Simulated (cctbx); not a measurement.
# Occupancies in Gd3Cu2

Cell a = 13.7630 Å, b = 3.7740 Å, c = 9.9960 Å, α = 90.00°, β = 105.31°, γ = 90.00°; space group C2/m (no. 12); nominal formula Gd3Cu2.

The data are simulated with cctbx, not measured: Cu Kα, λ = 1.54184 Å, to d = 0.83 Å, 95 % of the full sphere, strongest reflection 5000 counts, noise from counting, a 3 % proportional error and a noise floor of 2 counts (s.d.); no absorption.

With every site full:

```text
Rint 0.037, 533 unique reflections to 0.83 A
cycle     R1     wR2    GooF  max shift (A)
   1  0.1371  0.2936   6.770   0.00221
   2  0.0327  0.0864   1.992   0.00002
final R1 0.0327 wR2 0.0864 GooF 1.992  parameters 30  data/parameter 17.8
atom        x        y        z      Ueq    occ   su(xyz)  su(Uiso or U11)
Gd1    0.60158  0.50000  0.67431   0.0005  1.000  0.00011  0.0005  NPD
Gd2    0.64411  0.00000  0.36615   0.0011  1.000  0.00011  0.0005  NPD
Gd3    0.62873  0.00000  0.00120   0.0094  1.000  0.00013  0.0006
Cu1    0.75816  0.00000  0.76972   0.0034  1.000  0.00029  0.0013
Cu2    0.96777  0.00000  0.85711   0.0021  1.000  0.00028  0.0013
difference map: max 2.07 min -4.26 rms 0.53
Q1    0.0936  0.0000  0.6622    4    2.08  0.14 A from Gd1
Q2    0.1440  0.5000  0.3401    4    1.96  0.26 A from Gd2
Q3    0.1074  0.0000  0.0203    4    1.28  1.80 A from Cu2
Q4    0.0387  0.5000  0.3770    4    1.06  1.48 A from Gd2
Q5    0.1942  0.5000  0.2780    4    1.06  1.25 A from Gd2
Q6    0.0267  0.0000  0.1069    4    1.05  0.35 A from Cu2
```

With the occupancies of the suspect sites free, each still typed as its main element:

```text
Rint 0.037, 533 unique reflections to 0.83 A
cycle     R1     wR2    GooF  max shift (A)
   1  0.0942  0.2055   4.744   0.00048
   5  0.0171  0.0410   0.945   0.00001
final R1 0.0171 wR2 0.0409 GooF 0.945  parameters 31  data/parameter 17.2
atom        x        y        z      Ueq    occ   su(xyz)  su(Uiso or U11)
Gd1    0.60157  0.50000  0.67430   0.0027  1.000  0.00005  0.0002
Gd2    0.64407  0.00000  0.36611   0.0033  1.000  0.00005  0.0002
Gd3    0.62872  0.00000  0.00125   0.0027  0.849  0.00006  0.0003
Cu1    0.75817  0.00000  0.76975   0.0058  1.000  0.00014  0.0006
Cu2    0.96775  0.00000  0.85702   0.0048  1.000  0.00013  0.0006
su of occupancy Gd3: 0.003
difference map: max 1.12 min -1.07 rms 0.25
Q1    0.1084  0.0000  0.0208    4    1.13  1.81 A from Cu2
Q2    0.1891  0.5000  0.2788    4    1.02  1.20 A from Gd2
Q3    0.1057  0.0000  0.4032    4    0.96  2.02 A from Gd2
Q4    0.0000  0.3858  0.5000    4    0.93  2.41 A from Gd1
Q5    0.0779  0.1488  0.2617    8    0.85  1.31 A from Cu2
Q6    0.1664  0.3280  0.2940    8    0.85  1.07 A from Gd2
```

**Question.** What is the disorder?

X-rays count electrons. Gd3 refines to 0.849(0.003), or 54.3 electrons; the site truly holds 0.85 Gd, 54.4 electrons, which is 0.850 of Gd. A value under 1 can't tell vacancies from a lighter guest, and one over 1 needs a heavier guest; chemistry or a second radiation must settle which. Occupancy correlates with U and the scale, so the match is approximate.

Freeing them takes R1 from 0.0327 to 0.0171 and GooF from 1.99 to 0.94.

The model is made up (kin elements in a known structure type, no relaxation), so it says nothing on whether the phase exists.

[Middle refinement cycles are left out of these outputs.]

[Logs are printed without paths, hosts, clocks, repeated set-up lines and the standing remarks that a program may print on its own settings, such as how far it seeks lower states.]
